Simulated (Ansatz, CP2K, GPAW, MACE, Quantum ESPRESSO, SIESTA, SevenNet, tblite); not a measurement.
## Twisted graphene bilayer, 46.83° (76 atoms): runs against a plane-wave reference

The cell holds 76 atoms: 76 C. Its edges and angles: a = 10.723 Å, b = 10.723 Å, c = 15.530 Å, α = 90.0°, β = 90.0°, γ = 120.0°. It derives from C (graphene). Graphene (a = 2.46 Å) under graphene (a = 2.46 Å), bilayer, commensurate cell of 19 unit cells a layer, twist 46.83 deg; facing planes 3.53 Å apart as built; 12 Å of vacuum; minimised with a classical potential. Then every atom was moved at random, 0.05 Å r.m.s. a Cartesian component. Regions: layer 1, 38 atoms (38 C); layer 2, 38 atoms (38 C). Vacuum lies along c.

Geometry: as built.

The reference, a calculation:

```
method                 : Kohn-Sham DFT, PBE, SSSP efficiency 1.3.0 pseudopotentials, plane waves (Quantum ESPRESSO 7.5); sssp-pbe-1.3.0-efficiency, cutoffs 45/360 Ry, Γ point
r.m.s. force component : 2.982 eV/Å
longest force          : 12.83 eV/Å
time                   : 98 s on 4 MPI ranks of Arm Neoverse V2, shared host
CPU time               : 6.5 min
```

Runs, in no order:
A. tblite GFN2-xTB: GFN2-xTB tight binding, diagonalisation
B. CP2K PBE, DZVP-MOLOPT-SR, 450/50 Ry, diagonalisation: Kohn-Sham DFT, PBE, GTH-PBE pseudopotentials, Gaussian and plane waves, DZVP-MOLOPT-SR-GTH, diagonalisation
C. SIESTA PBE, DZ, shift 0.01 Ry, mesh 300 Ry: Kohn-Sham DFT, PBE, PseudoDojo 0.4.1 norm-conserving pseudopotentials (converted to PSML), numerical atomic orbitals (DZ), diagonalisation
D. GPAW PBE, plane waves 450 eV: Kohn-Sham DFT, PBE, PAW, plane waves
E. CP2K PBE+D3(BJ), DZVP-MOLOPT-SR, 450/50 Ry, diagonalisation: Kohn-Sham DFT, PBE+D3(BJ), GTH-PBE pseudopotentials, Gaussian and plane waves, DZVP-MOLOPT-SR-GTH, diagonalisation

Q: Order them from the smallest to the largest r.m.s. force difference.

D, B, E, A, C.

```csv
run,"Δ force, r.m.s. (meV/Å)",share of r.m.s. force (%),CPU time
"D. GPAW PBE, plane waves 450 eV",10.7,0.359,2.6 min
"B. CP2K PBE, DZVP-MOLOPT-SR, 450/50 Ry, diagonalisation",48.8,1.64,4.8 min
"E. CP2K PBE+D3(BJ), DZVP-MOLOPT-SR, 450/50 Ry, diagonalisation",72.0,2.41,4.8 min
A. tblite GFN2-xTB,194,6.51,2.7 s
"C. SIESTA PBE, DZ, shift 0.01 Ry, mesh 300 Ry",460,15.4,41 s
```

Periodic xTB results under one method name differ between programs and library versions. The electronic-structure runs sample only Γ, in a cell whose shortest periodic width is 9 Å.

[Logs are printed without paths, hosts, clocks, repeated set-up lines and the standing remarks that a program may print on its own settings, such as how far it seeks lower states.]

[Hosts, paths, dates, database ids (printed as entryN), source tags and the programs' standing remarks are cut or masked in the printed files.]
